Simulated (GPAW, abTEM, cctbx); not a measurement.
## Zr3Ti2: the scripts behind a bonding study

Short scripts, each with its output. The start was made by putting kin elements into a known structure type; the compound need not exist, or be stable, in this form.

## 1. Build the all-electron density and subtract free atoms

```text
cell
1.0
     0.000000000    0.000000000    3.541137700
     7.726501440    0.000000000    0.000000000
     0.000000000    7.726501440    0.000000000
Zr Ti
6 4
Direct
0.500000000 0.831566020 0.668433980
0.500000000 0.168433980 0.331566020
0.500000000 0.331566020 0.831566020
0.500000000 0.668433980 0.168433980
0.000000000 0.000000000 0.000000000
0.000000000 0.500000000 0.500000000
0.000000000 0.373568150 0.126431850
0.000000000 0.626431850 0.873568150
0.000000000 0.873568150 0.373568150
0.000000000 0.126431850 0.626431850
```

```python
import numpy as np
from ase.io import read
from ase.units import Bohr
from gpaw import GPAW, PW, FermiDirac
from gpaw.calculator import GPAW as OldGPAW
from gpaw.mpi import serial_comm, world
from scipy.special import erfc
from scipy.spatial import cKDTree

atoms = read("cell.vasp")
atoms.calc = GPAW(mode=PW(450), xc="PBE", kpts={"size": (7, 3, 3), "gamma": True},
                 occupations=FermiDirac(0.1), maxiter=120, symmetry={"tolerance": 1e-5}, txt="scf.txt")
atoms.get_potential_energy()
rho = atoms.calc.get_all_electron_density(gridrefinement=2)
moments = atoms.get_magnetic_moments() if atoms.calc.get_number_of_spins() == 2 else np.zeros(len(atoms))
total = atoms.get_magnetic_moment() if moments.any() else 0.0
if world.rank == 0:
    free = OldGPAW(mode=PW(450), xc="PBE", txt=None, communicator=serial_comm)
    neutral = atoms.copy()
    neutral.set_initial_magnetic_moments(None)
    free.initialize(neutral)
    free.set_positions(neutral)
    drho = rho - free.get_all_electron_density(gridrefinement=2)
    # GPAW starts from confined atoms: exchange their smooth part for that of the datasets' free atoms
    h = np.stack(np.meshgrid(*[np.fft.fftfreq(n, 1 / n) for n in drho.shape], indexing="ij"), -1)
    gabs = np.linalg.norm(h @ atoms.cell.reciprocal(), axis=-1)
    tails = np.fft.fftn(free.get_pseudo_density(gridrefinement=2))
    g, form, v0 = np.linspace(0, gabs.max(), 1500), {}, 0
    for e in set(atoms.symbols):
        idx = atoms.symbols.search(e)
        d = free.setups[idx[0]].data
        r, w = d.rgd.r_g * Bohr, d.rgd.r_g**2 * d.rgd.dr_g
        j0 = np.sinc(2 * g[:, None] * r)
        smooth = sum(f * p**2 for f, p in zip(d.f_j, d.phit_jg)) + np.sqrt(4 * np.pi) * d.nct_g
        full = sum(f * p**2 for f, p in zip(d.f_j, d.phi_jg)) + np.sqrt(4 * np.pi) * d.nc_g
        phase = sum(np.exp(-2j * np.pi * h @ s) for s in atoms.get_scaled_positions()[idx])
        tails -= np.interp(gabs, g, j0 @ (smooth * w)) * phase * drho.size / atoms.get_volume()
        form[e] = j0 @ (full * w)
        v0 += 2 * np.pi / 3 * 14.3996 * (full * w * r**2).sum() * len(idx)  # V A^3
    tails *= 0.5 * erfc((gabs - 1.8) / 0.25)  # the tails differ at long wavelengths alone
    drho += np.fft.ifftn(tails).real  # crystal minus superposed spherical free atoms
    np.save("drho.npy", drho)
    dv = atoms.get_volume() / drho.size
    print("grid", drho.shape, " electrons %.3f" % (rho.sum() * dv), " moved by bonding %.3f e" % (abs(drho).sum() * dv / 2))
    pts = np.indices(drho.shape).reshape(3, -1).T / drho.shape @ atoms.cell
    shifts = (np.indices((3, 3, 3)).reshape(3, -1).T - 1) @ atoms.cell
    images = (atoms.positions[None] + shifts[:, None]).reshape(-1, 3)
    dist, idx = cKDTree(images).query(pts, k=4)
    out = drho.ravel()[dist[:, 0] > 0.5]
    print("deformation density beyond 0.5 A of the nuclei: max %.3f, min %.3f e/A^3" % (out.max(), out.min()))
    tie = dist < dist[:, :1] + 1e-4
    q = -np.bincount((idx % len(atoms))[tie], (drho.ravel()[:, None] / tie.sum(1, keepdims=True) * tie)[tie], len(atoms)) * dv
    print("atom        x       y       z   Voronoi charge  moment")
    for a, s, c, m in zip(atoms, atoms.get_scaled_positions(), q, moments):
        print("%-2s%-3d %7.4f %7.4f %7.4f %10.3f %10.2f" % (a.symbol, a.index + 1, *s, c, m))
    np.savez("free.npz", g=g, **form)
    print("mean inner potential of superposed free atoms %.3f V" % (v0 / atoms.get_volume()))
    print("total magnetic moment %.3f muB" % total)
```

```console
$ OMP_NUM_THREADS=1 mpirun -n 4 gpaw python run.py > gpaw.log
```

```text
grid (36, 80, 80)  electrons 328.000  moved by bonding 1.871 e
deformation density beyond 0.5 A of the nuclei: max 0.048, min -0.110 e/A^3
atom        x       y       z   Voronoi charge  moment
Zr1    0.5000  0.8316  0.6684      0.043       0.00
Zr2    0.5000  0.1684  0.3316      0.043       0.00
Zr3    0.5000  0.3316  0.8316      0.043       0.00
Zr4    0.5000  0.6684  0.1684      0.043       0.00
Zr5    0.0000  0.0000  0.0000      0.138       0.00
Zr6    0.0000  0.5000  0.5000      0.138       0.00
Ti7    0.0000  0.3736  0.1264     -0.112       0.00
Ti8    0.0000  0.6264  0.8736     -0.112       0.00
Ti9    0.0000  0.8736  0.3736     -0.112       0.00
Ti10   0.0000  0.1264  0.6264     -0.112       0.00
mean inner potential of superposed free atoms 23.350 V
total magnetic moment 0.000 muB
```

Time: 49 s on 4 cores of Arm Neoverse V1 (shared host), peak memory 1.2 GiB.

## 2. Fourier-transform the difference

```python
from cctbx import adptbx, crystal, miller, xray
from cctbx.eltbx import tiny_pse
import numpy as np

cs = crystal.symmetry(unit_cell=(7.7265, 7.7265, 3.5411, 90, 90, 90), space_group_symbol='Hall: -P 4 2ab')  # P4/mbm
atoms = [  # label, site, U (iso, or U11 U22 U33 U12 U13 U23 in A^2), occupancy
    ("Zr1", (0.83157, 0.66843, 0.5), 0.0000, 1),
    ("Zr2", (0, 0, 0), 0.0000, 1),
    ("Ti1", (0.37357, 0.12643, 0), 0.0000, 1),
]
xs = xray.structure(crystal_symmetry=cs)
for label, site, u, occ in atoms:
    u = adptbx.u_cif_as_u_star(cs.unit_cell(), u) if isinstance(u, tuple) else u
    xs.add_scatterer(xray.scatterer(label, site=site, u=u, occupancy=occ))
xs.scattering_type_registry(table="wk1995")
drho = np.load("drho.npy")
T = np.array([[0, 1, 0], [0, 0, 1], [1, 0, 0]])  # conventional axes in terms of the primitive ones
dF = np.fft.ifftn(drho) * 211.40176  # electrons a conventional cell, indexed by primitive hkl
ms = miller.build_set(cs, anomalous_flag=False, d_min=0.9).sort("resolution")
iam = ms.structure_factors_from_scatterers(xs, algorithm="direct").f_calc()
p1 = xs.expand_to_p1()
z = np.array([tiny_pse.table(sc.scattering_type).atomic_number() for sc in p1.scatterers()])
x = np.array(p1.sites_frac())
free = np.load("free.npz")
print("static structure factors of the conventional cell: F in electrons, V (Mott-Bethe) in volts")
print("   h  k  l      d  |F| table  |F| free   |F| DFT   change   |V| free  |V| DFT  change %")
for h, d, table in list(zip(ms.indices(), ms.d_spacings().data(), iam.data()))[:16]:
    df = dF[tuple(np.rint(np.linalg.solve(T, h)).astype(int))]
    phase = np.exp(2j * np.pi * x @ h)
    f = sum(np.interp(1 / d, free["g"], free[sc.scattering_type]) * p for sc, p in zip(p1.scatterers(), phase))
    fz = (z * phase).sum()
    c = 14.3996 * d * d / (np.pi * cs.unit_cell().volume())
    v0, v1 = abs(fz - f) * c, abs(fz - f - df) * c
    print("%4d%3d%3d %7.4f %9.3f %9.3f %9.3f %8.3f %9.3f %8.3f %8s" % (h + (d, abs(table), abs(f), abs(f + df), abs(f + df) - abs(f), v0, v1, "%.1f" % (100 * (v1 / v0 - 1)) if v0 > 0.02 else "-")))
```

```console
$ python run.py
```

```text
static structure factors of the conventional cell: F in electrons, V (Mott-Bethe) in volts
   h  k  l      d  |F| table  |F| free   |F| DFT   change   |V| free  |V| DFT  change %
   1  1  0  5.4635     0.513     0.557     0.951    0.394     0.729    0.474    -35.0
   2  0  0  3.8632     3.971     3.974     4.052    0.077     0.213    0.188    -11.8
   0  0  1  3.5411     3.377     3.277     3.735    0.458     1.284    1.160     -9.7
   2  1  0  3.4554    50.478    50.601    50.617    0.016     1.505    1.501     -0.3
   1  1  1  2.9715    63.811    63.902    63.695   -0.207     2.175    2.215      1.8
   2  2  0  2.7317    98.959    98.926    98.739   -0.188     3.917    3.948      0.8
   2  0  1  2.6104   128.265   128.194   127.835   -0.359     4.916    4.969      1.1
   2  1  1  2.4731   138.767   138.534   137.924   -0.609     5.758    5.839      1.4
   3  1  0  2.4433   155.763   155.543   154.777   -0.766     6.166    6.265      1.6
   2  2  1  2.1629    27.672    27.640    27.586   -0.055     0.941    0.947      0.6
   3  2  0  2.1429    44.797    44.661    44.217   -0.444     2.031    2.075      2.2
   3  1  1  2.0111    30.880    30.796    30.639   -0.156     1.364    1.377      1.0
   4  0  0  1.9316    52.762    52.621    52.317   -0.304     2.355    2.379      1.0
   4  1  0  1.8740    86.581    86.520    86.531    0.011     2.661    2.661     -0.0
   3  2  1  1.8334    35.118    35.039    34.961   -0.078     1.525    1.531      0.4
   3  3  0  1.8212    85.406    85.316    85.281   -0.035     2.940    2.942      0.1
```

Time: 0.35 s on 1 core of Arm Neoverse V1 (shared host), peak memory 0.08 GiB.

## 3. Scan a probe

```python
import abtem
import numpy as np
from ase.build import make_supercell
from ase.io import read

abtem.config.set({"dask.lazy": False, "fft": "fftw", "diagnostics.progress_bar": False})
M = [[-1, 0, 0], [0, -1, 1], [0, 1, 1]]  # rows: x, y and beam direction in the primitive cell's axes
unit = make_supercell(read("cell.vasp"), M)
unit.set_cell(list(unit.cell.lengths()) + [90, 90, 90], scale_atoms=True)
unit.positions[:, 2] += 0.2450  # keeps atomic planes off the slice boundaries
unit.wrap()
slab = unit * (4, 2, 2)
print(slab.get_chemical_formula(), "| box %.2f x %.2f x %.2f A" % tuple(slab.cell.lengths()))

# change of the potential by bonding, from the DFT deformation density (Poisson's equation term by term)
drho = np.load("drho.npy")
prim = read("cell.vasp")
h = np.stack(np.meshgrid(*[np.fft.fftfreq(n, 1 / n) for n in drho.shape], indexing="ij"), -1).reshape(-1, 3).astype(int)
g2 = ((h @ prim.cell.reciprocal()) ** 2).sum(1)
keep = (g2 > 0) & (g2 < 2.5**2)
shape = (26, 79, 64)
vg = np.zeros(shape, complex)
hm = h[keep] @ np.array(M).T
move = np.exp(-2j * np.pi * hm[:, 2] * (0.2450 / unit.cell[2, 2] - 0.5 / shape[2]))  # the same shift, sampled at mid-points
vg[tuple(hm.T % np.array(shape)[:, None])] = -14.3996 / np.pi * (np.fft.fftn(drho).ravel() / drho.size)[keep] / g2[keep] * move
dV = np.fft.ifftn(vg).real * vg.size
dV = dV.reshape(26, 79, 8, 8).mean(3) * unit.cell[2, 2] / 8  # V A, projected in each slice
dV = np.tile(dV.transpose(2, 0, 1), (2, 4, 2))


def build(atoms):
    p = abtem.Potential(atoms, gpts=(104, 158), slice_thickness=[slab.cell[2, 2] / 16] * 16,
                        parametrization="lobato", projection="infinite", exit_planes=8).build()
    p.array[:] += BONDING * dV
    return p


sigmas = {'Zr': 0.079, 'Ti': 0.087}  # r.m.s. displacement along each axis, A
u = np.array([sigmas[s] for s in slab.symbols])[:, None]
rng = np.random.default_rng(372)


def potentials():
    for _ in range(2):  # frozen phonons, one configuration at a time
        atoms = slab.copy()
        atoms.positions += u * rng.standard_normal((len(atoms), 3))
        atoms.wrap()
        yield build(atoms)


for label, BONDING in (("IAM", 0.0), ("DFT", 1.0)):
    print("=====", label)
    rng = np.random.default_rng(372)  # the same displacements for both
    potential = build(slab)
    print("grid", potential.gpts, "slices", potential.num_slices)
    thickness = potential.exit_thicknesses
    probe = abtem.Probe(energy=200000, semiangle_cutoff=18)
    probe.grid.match(potential)
    print("wavelength %.5f A, largest angle on the grid %.0f mrad" % (probe.wavelength, min(probe.cutoff_angles)))
    detectors = {"ABF": (9, 18), "BF": (0, 9), "LAADF": (22, 58)}  # mrad
    columns = [  # name, x, y (A)
        ("Zr2", 1.771, 8.195),
        ("Zr2_b", 0.000, 0.000),
        ("Zr", 1.771, 4.572),
        ("Ti2", 0.000, 2.732),
        ("Ti", 0.000, 9.577),
        ("void", 1.033, 1.821),
    ]
    scan = abtem.GridScan(start=(0.0000, 0.0000), end=(3.5411, 10.9269), gpts=(11, 33), endpoint=False)
    dets = [abtem.AnnularDetector(*v) for v in detectors.values()] + [abtem.PixelatedDetector(max_angle=27)]
    runs = [probe.scan(p, scan=scan, detectors=dets, max_batch=32) for p in potentials()]
    out = [sum(x[1:], x[0]) / len(x) for x in zip(*runs)]
    images = dict(zip(detectors, out))
    images["iCOM"] = out[-1].center_of_mass().integrate_gradient()
    np.save(label + "_pacbed.npy", out[-1].array.mean(axis=(1, 2)))
    print("PACBED pixel %.3f x %.3f mrad" % out[-1].angular_sampling)
    for name, im in images.items():
        im = im.interpolate(sampling=0.1, boundary="periodic").gaussian_filter(0.35)
        np.save(label + "_" + name + ".npy", im.array)
        print(name, "signal at the columns" + (", fraction of the beam" if name in detectors else ""))
        print("  t (A)     mean" + "".join("%10s" % c[0][:9] for c in columns))
        for t, a in list(zip(thickness, im.array))[1:]:
            at = [a[round((x - 0.0000) / im.sampling[0]) % a.shape[0], round((y - 0.0000) / im.sampling[1]) % a.shape[1]] for _, x, y in columns]
            print("%7.1f %8.5f" % (t, a.mean()) + "".join("%10.5f" % v for v in at))
```

```console
$ python run.py
```

```text
Ti128Zr192 | box 14.16 x 21.85 x 21.85 A
===== IAM
grid (104, 158) slices 16
wavelength 0.02508 A, largest angle on the grid 60 mrad
PACBED pixel 1.771 x 1.148 mrad
ABF signal at the columns, fraction of the beam
  t (A)     mean       Zr2     Zr2_b        Zr       Ti2        Ti      void
   10.9  0.72274   0.69428   0.69728   0.72338   0.71595   0.72646   0.72937
   21.9  0.69854   0.61096   0.61209   0.69712   0.67439   0.71037   0.71830
BF signal at the columns, fraction of the beam
  t (A)     mean       Zr2     Zr2_b        Zr       Ti2        Ti      void
   10.9  0.25296   0.23929   0.24134   0.25290   0.24986   0.25466   0.25465
   21.9  0.24548   0.21457   0.21676   0.25236   0.24267   0.25348   0.24903
LAADF signal at the columns, fraction of the beam
  t (A)     mean       Zr2     Zr2_b        Zr       Ti2        Ti      void
   10.9  0.01183   0.04163   0.03739   0.01219   0.01920   0.00836   0.00567
   21.9  0.03232   0.11047   0.10420   0.03232   0.05177   0.02082   0.01600
iCOM signal at the columns
  t (A)     mean       Zr2     Zr2_b        Zr       Ti2        Ti      void
   10.9  0.02705   0.04805   0.04732   0.02666   0.03857   0.02846   0.02036
   21.9  0.02705   0.06517   0.07179   0.02682   0.04973   0.03061   0.01519
===== DFT
grid (104, 158) slices 16
wavelength 0.02508 A, largest angle on the grid 60 mrad
PACBED pixel 1.771 x 1.148 mrad
ABF signal at the columns, fraction of the beam
  t (A)     mean       Zr2     Zr2_b        Zr       Ti2        Ti      void
   10.9  0.72273   0.69422   0.69720   0.72336   0.71611   0.72651   0.72935
   21.9  0.69851   0.61069   0.61178   0.69700   0.67489   0.71054   0.71825
BF signal at the columns, fraction of the beam
  t (A)     mean       Zr2     Zr2_b        Zr       Ti2        Ti      void
   10.9  0.25296   0.23926   0.24138   0.25287   0.24976   0.25460   0.25465
   21.9  0.24548   0.21454   0.21689   0.25235   0.24240   0.25332   0.24901
LAADF signal at the columns, fraction of the beam
  t (A)     mean       Zr2     Zr2_b        Zr       Ti2        Ti      void
   10.9  0.01184   0.04171   0.03737   0.01220   0.01923   0.00836   0.00568
   21.9  0.03236   0.11072   0.10415   0.03232   0.05187   0.02081   0.01604
iCOM signal at the columns
  t (A)     mean       Zr2     Zr2_b        Zr       Ti2        Ti      void
   10.9  0.02728   0.04813   0.04800   0.02728   0.03808   0.02844   0.02041
   21.9  0.02728   0.06509   0.07292   0.02783   0.04854   0.03033   0.01508
```

Time: 36 s.

[Outputs are excerpts: Python notices, other lines and further rows are left out; steps that failed or that the build refused (PBEsol, TPSS) are not shown.]

[Logs are printed without paths, hosts, clocks, repeated set-up lines and the standing remarks that a program may print on its own settings, such as how far it seeks lower states.]
